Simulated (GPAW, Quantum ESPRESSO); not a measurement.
# Near-edge structure at the B K edge of BN (P6_3/mmc), part 5 of 6

Aim: the B K edge of BN (P6_3/mmc) by two routes, a Lanczos recursion (XSpectra) and a sum over empty bands (GPAW), to see which features are robust.

Quantum ESPRESSO 7.5 and GPAW 26.7.0; core-hole supercells, plane-wave PAW PBE.

So far. Step 12 (The field without a hole (GPAW)): The mesh shows a gap of 4.32 eV, so the hole is first treated in a charged cell, without the excited electron. Step 13 (Spectrum without a core hole, B atom 3 (GPAW)): Main maxima below 24 eV (height): 0.9 eV (1.48), 7.5 eV (1.77), 11.2 eV (1.32), 16.4 eV (1.21) and 23.5 eV (1.73).

The database entry behind the starting cell differs from later determinations by our own check (about 0.3 % short, minor phase), so it need not match the best structure at ambient conditions.

### Step 15. Spectrum with FCH, B atom 3 (GPAW)

Level of this step: X-ray absorption from dipole matrix elements to empty bands, plane-wave PAW PBE (GPAW).

The holes are 6.6 Å apart. The excited electron is left out and a uniform background balances the charge. After the field has converged, empty bands are computed with the density fixed and the dipole matrix elements are summed.

Input file xas.py:

```python
import numpy as np
from ase import Atoms
from ase.parallel import parprint, paropen
from gpaw import GPAW, PW, FermiDirac, Mixer, MixerDif, setup_paths
from gpaw.test import gen
setup_paths.insert(0, '.')
gen('B', name='fch1s', xcname='PBE', corehole=(1, 0, 1), write_xml=True)
from gpaw.mpi import world
world.barrier()

atoms = Atoms('N14B14',
    cell=[[6.2456, 2.1635393, 0],
     [-4.99648, 4.32707861, 0],
     [0, 0, 6.6357]],
    scaled_positions=[[0.23809524, 0.04761905, 0.25],
     [0.38095238, 0.47619048, 0.25],
     [0.52380952, 0.9047619, 0.25],
     [0.66666667, 0.33333333, 0.25],
     [0.80952381, 0.76190476, 0.25],
     [0.95238095, 0.19047619, 0.25],
     [0.0952381, 0.61904762, 0.25],
     [0.19047619, 0.23809524, 0.75],
     [0.33333333, 0.66666667, 0.75],
     [0.47619048, 0.0952381, 0.75],
     [0.61904762, 0.52380952, 0.75],
     [0.76190476, 0.95238095, 0.75],
     [0.9047619, 0.38095238, 0.75],
     [0.04761905, 0.80952381, 0.75],
     [0.23809524, 0.04761905, 0.75],
     [0.38095238, 0.47619048, 0.75],
     [0.52380952, 0.9047619, 0.75],
     [0.66666667, 0.33333333, 0.75],
     [0.80952381, 0.76190476, 0.75],
     [0.95238095, 0.19047619, 0.75],
     [0.0952381, 0.61904762, 0.75],
     [0.19047619, 0.23809524, 0.25],
     [0.33333333, 0.66666667, 0.25],
     [0.47619048, 0.0952381, 0.25],
     [0.61904762, 0.52380952, 0.25],
     [0.76190476, 0.95238095, 0.25],
     [0.9047619, 0.38095238, 0.25],
     [0.04761905, 0.80952381, 0.25]],
    pbc=True)
atoms.calc = calc = GPAW(legacy_gpaw=True, mode=PW(500, force_complex_dtype=True), xc='PBE', setups={14: 'fch1s'},
    kpts={'size': (3, 3, 3), 'gamma': True}, occupations=FermiDirac(0.02),
    charge=0, mixer=Mixer(0.1, 5, 50), maxiter=150,
    convergence={'density': 0.0001, 'eigenstates': 1e-6}, txt='scf.txt')
energy = atoms.get_potential_energy() + calc.get_reference_energy()
ef = calc.get_fermi_level()
out = dict(energy=energy, fermi=ef, forces=atoms.get_forces().tolist())
parprint(f'all-electron energy {energy:.4f} eV, Fermi level {ef:.4f} eV')
ev = np.array([[calc.get_eigenvalues(k, s) for k in range(len(calc.get_ibz_k_points()))] for s in range(calc.get_number_of_spins())])
out['homo'], out['lumo'], out['counts'] = ev[ev < ef].max(), ev[ev > ef].min(), sorted(set((ev < ef).sum((0, 2)).tolist()))
out['filled'] = (ev[:, 0] < ef).sum(1).tolist()

from ase.units import Ha
from gpaw.xas import dipole_matrix_elements
nb = int(calc.get_number_of_electrons() / 2) + 152
top, nb = nb, nb + 8 + nb // 12
nscf = calc.fixed_density(kpts={'size': (4, 4, 4), 'gamma': True}, nbands=nb,
    convergence={'bands': top, 'eigenstates': 5e-3}, maxiter=60, txt='nscf.txt')
cell = atoms.cell.array
ops = [cell.T @ U.T @ np.linalg.inv(cell.T) for U in nscf.wfs.kd.symmetry.op_scc]
filled = [56]  # bands filled in the ground state, by spin
E = np.arange(-6, 34, 0.1)
fwhm = np.interp(E, [4, 25], [0.9, 3.5])
Y, X, zero, highest = 0, 0, 1e9, 1e9
for spin in range(nscf.get_number_of_spins()):
    wfs = nscf.wfs
    mine = wfs.bd.get_slice()  # this rank's bands
    A = dipole_matrix_elements(wfs.setups[14])
    eps = np.zeros((wfs.kd.nibzkpts, nb))
    d = np.zeros((3, A.shape[1], wfs.kd.nibzkpts, nb), complex)
    for kpt in wfs.kpt_u:
        if kpt.s == spin and 14 in kpt.P_ani:
            eps[kpt.k, mine] = kpt.eps_n * Ha
            d[:, :, kpt.k, mine] = (kpt.weight * wfs.nspins / 2) ** 0.5 * np.inner(A, kpt.P_ani[14])
    world.sum(eps)
    world.sum(d)
    T = np.einsum('amkn,bmkn->abkn', d, d.conj()).real
    T = sum(np.einsum('ai,ijkn,bj->abkn', R, T, R) for R in ops) / len(ops)
    empty = np.ones_like(eps, bool) & (np.arange(nb) >= filled[spin])
    zero, highest = min(zero, eps[empty].min()), min(highest, eps[:, top - 1].min())
    lines = [(eps, T, empty)] if spin == 0 else lines + [(eps, T, empty)]
for eps, T, empty in lines:
    f = np.einsum('aakn->akn', T).reshape(3, -1)
    x = eps.ravel() - zero
    w = np.interp(x, E, fwhm) / 2.35482
    g = np.exp(-0.5 * ((E[:, None] - x) / w) ** 2) / (w * (2 * np.pi) ** 0.5)
    Y = Y + (f * empty.ravel()) @ g.T
    X = X + (f * ~empty.ravel()) @ g.T
out.update(E=E.round(2).tolist(), xas=Y.tolist(), xes=X.tolist(), zero=zero, valid=highest - zero, nk=len(eps), nb=nb)
for i in range(0, len(E), 10):
    parprint(f'{E[i]:7.2f}', *(f'{v:10.3e}' for v in Y[:, i]))
import json
with paropen('out.json', 'w') as f:
    json.dump(out, f)
```

The run is started by

```sh
OMP_NUM_THREADS=1 mpirun -n 4 gpaw python xas.py
```

Numbers of over 12 decimals in the logs are rounded to 6 here.

The log of the run:

```text
Input parameters:
  convergence: {density: 0.0001,
                eigenstates: 1e-06}
  kpts: {gamma: True,
         size: (3, 3, 3)}
  maxiter: 150
  mixer: {backend: pulay,
          beta: 0.1,
          method: separate,
          nmaxold: 5,
          weight: 50}
  mode: {ecut: 500.0,
         force_complex_dtype: True,
         name: pw}
  occupations: {fixmagmom: False,
                name: fermi-dirac,
                width: 0.02}
  setups: {14: fch1s}
  xc: PBE

Initialize ...

[... PAW data sets ...]

Reference energy: -29909.880663  # eV

Spin-paired calculation

[... convergence settings ...]
Symmetries present (total): 1
  [... symmetry matrices ...]

27 k-points: 3 x 3 x 3 Monkhorst-Pack grid
14 k-points in the irreducible part of the Brillouin zone
       k-points in crystal coordinates                weights
   0:     0.00000000    0.00000000    0.00000000          1/27
   1:     0.00000000    0.00000000    0.33333333          2/27
   2:     0.00000000    0.33333333   -0.33333333          2/27
   3:     0.00000000    0.33333333    0.00000000          2/27
   4:     0.00000000    0.33333333    0.33333333          2/27
   5:     0.33333333   -0.33333333   -0.33333333          2/27
   6:     0.33333333   -0.33333333    0.00000000          2/27
   7:     0.33333333   -0.33333333    0.33333333          2/27
   8:     0.33333333    0.00000000   -0.33333333          2/27
   9:     0.33333333    0.00000000    0.00000000          2/27
          ...
  13:     0.33333333    0.33333333    0.33333333          2/27

Wave functions: Plane wave expansion
  Cutoff energy: 500.000 eV
  Number of coefficients (min, max): 6265, 6390
  Pulay-stress correction: 0.000000 eV/Ang^3 (de/decut=0.000000)
  Using FFTW library
  Wavefunction extrapolation:
    Improved wavefunction reuse through dual PAW basis

Occupation numbers: Fermi-Dirac:
  width: 0.0200  # eV

Eigensolver
   Davidson(niter=2)

Densities:
  Coarse grid: 35*35*35 grid
  Fine grid: 70*70*70 grid
  Total Charge: 1.000000

Density mixing:
  Method: separate
  Backend: pulay
  Linear mixing parameter: 0.1
  old densities: 5
  Width of damping distribution: 1.1
  Damping of long wavelength oscillations: 50

[... Hamiltonian set-up ...]
Number of atoms: 28
Number of atomic orbitals: 112
Number of bands in calculation: 72
Number of valence electrons: 112
Bands to converge: occupied

... initialized

Initializing position-dependent things.

Density initialized from atomic densities
Creating initial wave functions:
  72 bands from LCAO basis set

                B   N B
         N     N     N     N
            B     B     B     B
                 N B   N
                N   B N
         B     B     B     B
            N     N     N     N
                 B N   B

Atomic positions and initial magnetic moments

Positions:
   0 N      1.249120    0.721180    1.658925    ( 0.0000,  0.0000,  0.0000)
   1 N     -0.000000    2.884719    1.658925    ( 0.0000,  0.0000,  0.0000)
   2 N     -1.249120    5.048258    1.658925    ( 0.0000,  0.0000,  0.0000)
   3 N      2.498240    2.884719    1.658925    ( 0.0000,  0.0000,  0.0000)
   4 N      1.249120    5.048258    1.658925    ( 0.0000,  0.0000,  0.0000)
   5 N      4.996480    2.884719    1.658925    ( 0.0000,  0.0000,  0.0000)
   6 N     -2.498240    2.884719    1.658925    ( 0.0000,  0.0000,  0.0000)
[...]
25 B     -0.000000    5.769438    1.658925    ( 0.0000,  0.0000,  0.0000)
  26 B      3.747360    3.605899    1.658925    ( 0.0000,  0.0000,  0.0000)
  27 B     -3.747360    3.605899    1.658925    ( 0.0000,  0.0000,  0.0000)

Unit cell:
           periodic     x           y           z      points  spacing
  1. axis:    yes    6.245600    2.163539    0.000000    35     0.1635
  2. axis:    yes   -4.996480    4.327079    0.000000    35     0.1635
  3. axis:    yes    0.000000    0.000000    6.635700    35     0.1896

  Lengths:   6.609722   6.609722   6.635700
  Angles:   90.000000  90.000000 120.000000

Effective grid spacing dv^(1/3) = 0.1802

iter:   1  -275.552729
iter:   2  -268.451582   -0.77  -0.70
iter:   3  -256.882038   -0.43  -0.78
iter:   4  -256.423095   -1.94  -1.17
iter:   5  -256.238055   -1.69  -1.29
iter:   6  -256.135632   -1.92  -1.79
iter:   7  -256.038717   -2.75  -1.90
iter:   8  -256.047905   -3.21  -2.22
iter:   9  -256.047062c  -2.76  -2.24
iter:  10  -256.033635c  -3.54  -2.35
iter:  11  -256.033712c  -4.53  -3.20
iter:  12  -256.033697c  -5.06  -3.37
iter:  13  -256.033654c  -5.28  -3.36
iter:  14  -256.033645c  -6.86c -3.72
iter:  15  -256.033637c  -6.12c -3.85
iter:  16  -256.033640c  -6.54c -4.04c

Converged after 16 iterations.

Dipole moment: (0.747544, -1.024044, 1.184893) |e|*Ang

Energy contributions relative to reference atoms: (reference = -29909.880663)

Kinetic:       +182.645341
Potential:     -199.089580
External:        +0.000000
XC:            -238.674951
Entropy (-ST):   -0.000000
Local:           -0.914451
SIC:             +0.000000
--------------------------
Free energy:   -256.033640
Extrapolated:  -256.033640

Showing only first 2 kpts
 Kpt  Band  Eigenvalues  Occupancy
  0    54      3.53946    2.00000
  0    55      3.53958    2.00000
  0    56      7.24349    0.00000
  0    57      9.44152    0.00000

  1    54      3.51115    2.00000
  1    55      3.51126    2.00000
  1    56      7.24289    0.00000
[...]
Fermi level: 5.36176

Gap: 1.594 eV
Transition (v -> c):
  (s=0, k=13, n=55, [0.33, 0.33, 0.33]) -> (s=0, k=13, n=56, [0.33, 0.33, 0.33])
No difference between direct/indirect transitions

Forces in eV/Ang:
  0 N    -0.00139    0.00005    0.03475
  1 N    -0.01244   -0.02602    0.04170
  2 N    -0.01844    0.02265    0.04170
  3 N    -0.00625   -0.02165    0.04171
  4 N     0.02670    0.00350    0.04170
  5 N     0.01983    0.00668    0.04171
  6 N    -0.01775    0.01510    0.04171
[...]
25 B    -0.01438   -0.00520   -0.00073
 26 B    -0.00021    0.00004   -0.00075
 27 B    -0.00229   -0.04707   -0.00065
Scalar-relativistic atomic PBE calculation for B (Boron, Z=5)
Core hole in 1s state (1s occupation: 1.0)
300 radial gridpoints.
|------------------------------------------------|
|------------------------------------------------|
[... the atom generator's iteration count ...]

Energy contributions:
-------------------------
Kinetic:      +16.923827
XC:            -2.446370
Potential:    -31.470903
-------------------------
Total:        -16.993446

state      eigenvalue         ekin         rmax
-----------------------------------------------
1s^1.0 :    -8.619813    12.014061        0.202
2s^2.0 :    -0.872538     1.686908        1.272
2p^1.0 :    -0.649578     1.535951        1.118
-----------------------------------------------
(units: Bohr and Hartree)

Generating PAW setup
Kinetic energy of the core from tauc = 12.018096
Cutoffs:
rc(s)=1.200
rc(p)=1.200
rc(d)=1.200
rc(vbar)=1.080
rc(comp)=1.200
rc(nct)=1.200

Kinetic energy of the core states: 12.014061
Charge: 1.0
Core electrons: 1.0
Valence electrons: 3.0
Pseudo-core charge: 0.035742
Shape function alpha=6.944
Pseudo-electron charge 3.043936
state    eigenvalue         norm
--------------------------------
2s(2) :    -0.872538     1.031866
*s    :     0.127462
2p(1) :    -0.649578     0.944462
*p    :     0.350422
*d    :     0.000000
--------------------------------

Diagonalizing with gridspacing h=0.050

state   all-electron     PAW
-------------------------------
2s:      -0.872538    -0.873275
2p:      -0.649578    -0.650581
*d:                   -0.077574
*f:                   -0.014711
-------------------------------
all-electron energy -30165.9143 eV, Fermi level 5.3618 eV
[...]
31.00  5.307e-05  5.305e-05  4.169e-04
  32.00  6.156e-05  6.152e-05  4.058e-04
  33.00  7.367e-05  7.360e-05  3.524e-04
```

Wall time 6.6 min (4 MPI ranks of Arm Neoverse V1, shared host); peak memory 0.78 GiB.

The B K spectrum, B atom 3, full core hole (charged cell) (energy from the lowest empty level; intensity scaled to a mean of 1 over the first 20 eV; polarised curves are means over the symmetry-equivalent atoms):

```csv
E (eV),isotropic,ε ⊥ c,ε ∥ c
-2.0,0.00,0.00,0.00
-1.4,0.00,0.00,0.01
-0.8,0.20,0.00,0.61
-0.2,2.38,0.00,7.15
0.4,3.46,0.00,10.39
1.0,0.96,0.00,2.89
1.6,0.08,0.00,0.25
2.2,0.04,0.00,0.12
2.8,0.10,0.00,0.30
3.4,0.13,0.01,0.38
4.0,0.24,0.02,0.67
4.6,0.17,0.07,0.36
5.2,0.38,0.38,0.39
5.8,1.36,1.78,0.52
6.4,3.21,4.65,0.33
7.0,3.78,5.49,0.38
7.6,2.32,3.15,0.64
8.2,1.31,1.57,0.79
8.8,0.96,1.07,0.75
9.4,0.84,0.89,0.73
10.0,0.82,0.87,0.71
10.6,0.81,0.88,0.66
11.2,0.88,0.99,0.64
11.8,1.04,1.22,0.67
12.4,1.13,1.34,0.69
13.0,1.05,1.24,0.67
13.6,0.92,1.07,0.62
14.2,0.85,1.01,0.54
14.8,0.83,1.02,0.45
15.4,0.82,1.03,0.39
16.0,0.79,1.00,0.38
16.6,0.75,0.94,0.37
17.2,0.70,0.87,0.37
17.8,0.63,0.77,0.37
18.4,0.55,0.63,0.39
19.0,0.49,0.52,0.41
19.6,0.47,0.49,0.43
20.2,0.52,0.57,0.42
20.8,0.64,0.75,0.41
21.4,0.79,0.99,0.39
22.0,0.94,1.22,0.39
22.6,1.03,1.34,0.41
23.2,1.04,1.33,0.45
23.8,0.95,1.18,0.48
24.4,0.80,0.95,0.50
25.0,0.65,0.72,0.50
25.6,0.52,0.53,0.49
26.2,0.43,0.40,0.49
26.8,0.37,0.31,0.50
27.4,0.34,0.25,0.52
28.0,0.32,0.20,0.56
28.6,0.31,0.16,0.61
```

Main maxima below 24 eV (height): 0.2 eV (3.77), 6.8 eV (3.90), 12.4 eV (1.13) and 22.9 eV (1.05). A K edge sees empty p states; at this planar three-fold site the curve for the electric vector normal to the plane peaks at 0.2 eV, where it is mainly π* that absorbs: that direction carries over 70 % of the weight there.

The hole costs E(hole) − E(ground) = 188.98 eV, and the lowest empty level of the hole cell on the spectrum's mesh lies at 6.32 eV, which puts the zero at 195.31 eV. With the free-atom term of -5.59 eV for this edge, the photon energy is 189.72 eV.

(Continued in part 6 of 6.)

[Banner, clock and machine lines of the logs are left out without a mark of their own.]

[Logs are printed without paths, hosts, clocks, repeated set-up lines and the standing remarks that a program may print on its own settings, such as how far it seeks lower states.]

[Hosts, paths, dates, database ids (printed as entryN), source tags and the programs' standing remarks are cut or masked in the printed files.]

[Lists of maxima count a maximum above −3 eV only where it reaches 4 % of the highest in the window and stands out from its surroundings by 2 % of it (1.5 % where it reaches 55 %); shoulders and weaker maxima are passed over, and of the rest the first, up to two pre-edge ones and the few strongest are named.]
